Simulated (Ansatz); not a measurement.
# The 1T-HfSeTe bilayer (AA) between two gates, part 4 of 4

Aim: charge, voltage and capacitance of the 1T-HfSeTe bilayer (AA) in a field-effect set-up.

Ansatz 0.2.0; plane-wave DFT, r2SCAN-D4, Ansatz PAW (the session's first sound run).

So far. Step 9 (Gated layer, added electrons -15×10¹³ per cm²): Against the uncharged case this takes -5.25 V.

## (12) A changed input: magnetization = {"spin_polarized": true}

Level of this step: plane-wave DFT, r2SCAN-D4, Ansatz PAW, but for the change named below (Ansatz).

Another changed input: it repeats the earlier run at 3 × 10¹³ added electrons per cm² with magnetization to spin_polarized: true.

File input.yaml:

```yaml
crystal:
  lattice:
    - [3.8774160664, 0.0, 0.0]
    - [-1.9387080332, 3.3579408146, 0.0]
    - [0.0, 0.0, 50.3938677351]
  atoms:
    - { symbol: Te, position: [0.6666666667, 0.3333333333, 0.4018346063], spin: 1.0 }
    - { symbol: Hf, position: [0.0, 0.0, 0.438065861], spin: 3.0 }
    - { symbol: Se, position: [0.3333333333, 0.6666666667, 0.4669786603], spin: 3.0 }
    - { symbol: Te, position: [0.6666666667, 0.3333333333, 0.5330379613], spin: 2.0 }
    - { symbol: Hf, position: [0.0, 0.0, 0.5692574841], spin: 2.0 }
    - { symbol: Se, position: [0.3333333333, 0.6666666667, 0.5981653937], spin: 3.0 }
  periodic: [true, true, false]
  symmetry: { detect: true }
total_charge: -0.03906
kpoints:
  mp_grid: { grid: [30, 30, 1] }
hamiltonian:
  xc: r2scan
  dispersion: d4
scf:
  occupations: { method: fermi_dirac, width: 0.05 }
  convergence: { dr2_threshold: 1.0e-10 }
output:
  forces: true
  eigenvalues: true
  write_potential: true
  write_density: true
  volumetric_format: npy
external_charges:
  - { charge: 0, barrier: 10, axis: 3, height: 33.144, sigma: 0.25 }
  - { charge: 0.01953, axis: 3, height: 34.644, sigma: 0.42 }
  - { charge: 0, barrier: 10, axis: 3, height: 17.25, sigma: 0.25 }
  - { charge: 0.01953, axis: 3, height: 15.75, sigma: 0.42 }
magnetization:
  spin_polarized: true
```

Command:

```
$ ansatz run input.yaml --threads 8 --pin off --max-ram 12288MiB --backend cpu --events-out ev --progress --plain --runs-dir out
```

Numbers of over 12 decimals in the logs are rounded to 6 here.

The program printed:

```text
Warning: where an SCF of this run starts from atoms to list the orders of its open shells, Hf (site 1, from 0) starts with 2.00 μB on its 5d shell, in the place of the 3.00 μB that the deck gives it: its open shells can hold no more by Hund's first rule. To start from spheres of the given moment, type scf.initial_density.shell_occupations: []
[...]
Crystal: 6 atoms, lattice volume = 656.135 Å³
Basis set: ecut = 500 eV, 16581 PW (Γ), exchange–correlation on 120×120×1500 points (64 copies of the dense FFT grid, shifted against one another)
Bands: 79, of which v1, the nominal top of the filled ones, is band 58 counted from 1 (57 counted from 0)
Symmetry: 6 space group operations
[...]
k-points: 91 of 900 (time reversal used)
[...]
Starting moments: Σ|m| = 14 μB on 6 of 6 sites
[...]
SCF iter   1: F=—  HF=-56411.998217 eV  |F-HF|=—  |Δ(HF+E_count)|=         —  Δρ=1.98e-2 (↑1.93e-2 ↓1.98e-2)  dr2=2.10e0  dr2_τ=2.08e-1  dr2_m=2.01e0  M=1.527 μB ∫|m|=1.784 μB  β_m=0.35  ethr=1.74e-3  ⟨swp⟩=4.6  Hψ=143809  notcnv=0  defer=2
[...]
spin=Collinear: LDOS preconditioning applied to the charge; magnetization (m = ρ↑ − ρ↓) channel mixes plain (no charge-response kernel on spin).
SCF iter   2: F=—  HF=-56413.122107 eV  |F-HF|=—  |Δ(HF+E_count)|=    1.12e0  Δρ=1.41e-2 (↑1.37e-2 ↓1.41e-2)  dr2=9.62e-1  dr2_τ=1.20e-2  dr2_m=1.01e0  M=1.117 μB ∫|m|=1.306 μB  β_m=0.35  ethr=1.74e-3  ⟨swp⟩=4.1  Hψ=30413  notcnv=0  defer=40  κ⁻¹=1.0e0(r=1)
[...]
SCF iter  17: F=-56420.237683 eV  HF=-56420.237683 eV  |F-HF|=1.46e-11  |Δ(HF+E_count)|=  4.73e-10  Δρ=8.66e-8 (↑7.83e-8 ↓8.66e-8)  dr2=1.95e-11  dr2_τ=5.73e-13  dr2_m=3.80e-11  M=0.000 μB ∫|m|=0.000 μB  ethr=1.00e-12  ⟨swp⟩=24.8  Hψ=146485  notcnv=0
SCF 1 converged in 17 iterations: F = -56420.237683 eV  dr2 = 1.95e-11
[...]
WARN: the starting moments were not kept: the SCF closed with an absolute magnetisation of 2.4e-5 μB, where they sum to 14 μB in size (6 sites). That is at most 0.1 of that sum. Measured as dr2_m measures the in/out step, that magnetisation stands 1.9e-11 eV from none, at or under the dr2_threshold of 1.0e-10 eV: it is no larger than a step whose dr2_m would equal this threshold. The system may hold no moment; this S [...]
[...]
this state was not tested for a lower state beside it, because the mixer in use, unlike msr1, does not test its closes by its own steps (another_mixer; see scf.mixing.algorithm and scf.lower_state_search)
SCF converged after 17 iterations
Magnetization: 0.0000 μB (58.0195 up, 58.0195 down)
Absolute magnetization: 0.0000 μB (∫|ρ↑−ρ↓|, with the PAW one-centre terms)
[...]
Per-site moments (μB) at R_I (Å): [(-1.822222048012807e-6, 1.191627), (3.1115584501479244e-6, 1.101798), (-1.1451616885247113e-6, 1.101798), (-1.505372342876188e-6, 1.191472), (1.9699413269963854e-6, 1.101743), (-7.074485154227683e-7, 1.101743)]
Free energy (F): -56420.237683 eV
[...]
Internal energy: -56420.232028 eV  (E = F + TS)
E sigma→0 (E₀):  -56420.234856 eV
Entropy (-TS):   -0.005655 eV (-0.943 meV/atom)
Fermi energy:    -3.758659 eV
[...]
--- Forces (eV/Å), atoms and charges each counted from 1 ---
  atom   1  Te     0.00000000     0.00000000     0.04542840
  atom   2  Hf     0.00000000     0.00000000     0.01054516
  atom   3  Se     0.00000000    -0.00000000     0.00063228
  atom   4  Te     0.00000000     0.00000000     0.01894686
  atom   5  Hf     0.00000000    -0.00000000    -0.07134211
  atom   6  Se     0.00000000    -0.00000000     0.02492538
  external charge   1     0.00000000     0.00000000     0.02892330
  external charge   2     0.00000000     0.00000000    -0.00264960
  external charge   3     0.00000000     0.00000000    -0.05806481
  external charge   4     0.00000000     0.00000000     0.00264854
  max |Σ_I F_I| component, the external charges' with the atoms': 6.58e-6 eV/Å
--- Band table (eV; the first three rows and the last of 182) ---
  k-point 0 ↑: bands = [... 54 lower, -4.0094, -4.0094, -3.9404, -3.9404, -2.9494, -2.9494, -2.9381, -2.9381, ... 17 higher]
  k-point 1 ↑: bands = [... 54 lower, -4.1521, -4.0830, -4.0720, -4.0015, -2.9150, -2.9010, -2.8850, -2.8698, ... 17 higher]
  k-point 2 ↑: bands = [... 54 lower, -4.4862, -4.4176, -4.2223, -4.1491, -2.8809, -2.8724, -2.7233, -2.7076, ... 17 higher]
  k-point 90 ↓: bands = [... 54 lower, -6.7313, -6.6363, -6.5016, -6.3978, -2.2485, -2.2119, -1.8428, -1.7111, ... 17 higher]
```

Wall time 10 min (8 threads of Intel Xeon Platinum 8259CL at 2.50GHz (Skylake/Cascade Lake), shared host); peak memory 9.1 GiB; 76 min of CPU time.

This step gave:

```yaml
energy_at_zero_smearing: -56420.2349 eV
potential_beyond_the_upper_barrier_and_gate_less_the_barrier_from_the_fermi_level: 3.764 eV
```

Force by atom:

```
atom  x (eV/Å)  y (eV/Å)  z (eV/Å)    size
 Te1    0.0000    0.0000    0.0454  0.0454
 Hf2    0.0000    0.0000    0.0105  0.0105
 Se3    0.0000    0.0000    0.0006  0.0006
 Te4    0.0000    0.0000    0.0189  0.0189
 Hf5    0.0000    0.0000   -0.0713  0.0713
 Se6    0.0000    0.0000    0.0249  0.0249
```

```
                                                                                quantity  this run  earlier run  difference
potential beyond the upper barrier and gate, less the barrier, from the Fermi level (eV)     3.764        3.764           0
```

Nothing in the table moves by 0.01 in its unit. The run took 17 SCF cycles against 14.

## (13) What came out

- gap with uncharged gates: 0.194 eV
- gate voltage at 15×10¹³ holes per cm²: -5.25 V
- gate voltage at 15×10¹³ electrons per cm²: +4.83 V
- total capacitance near 11.5×10¹³ holes per cm²: 4.67 µF/cm²

In words: Putting 15×10¹³ holes per cm² on the layer takes -5.25 V on the gates; how far the Fermi level moves against the bands is taken for single layers without spin and with an even electron count alone. Plates 4.5 Å apart on both sides would give 3.94 µF/cm² in vacuum; the computed total runs from 4.3 to 5.16 µF/cm². A value over that of the plates means that the screening charge has its centre outside the outer atoms; a low density of states works the other way. The smearing of 0.05 eV is not small against the gap, so carriers at low density are thermal. Few carriers sample few k-points, so the slopes at the lowest densities depend on the mesh and on the temperature. The gates are charged sheets behind model barriers, not atoms. Spin-orbit coupling is left out, which matters for the bands of elements this heavy.

[Logs are printed without paths, hosts, clocks, repeated set-up lines and the standing remarks that a program may print on its own settings, such as how far it seeks lower states.]

[Hosts, paths, dates, database ids (printed as entryN), source tags and the programs' standing remarks are cut or masked in the printed files.]

[Maps of the electrostatic potential energy from Ansatz leave out the sawtooth potential of an applied field or a dipole correction, so their vacuum need not be flat; planar profiles and work functions include it.]
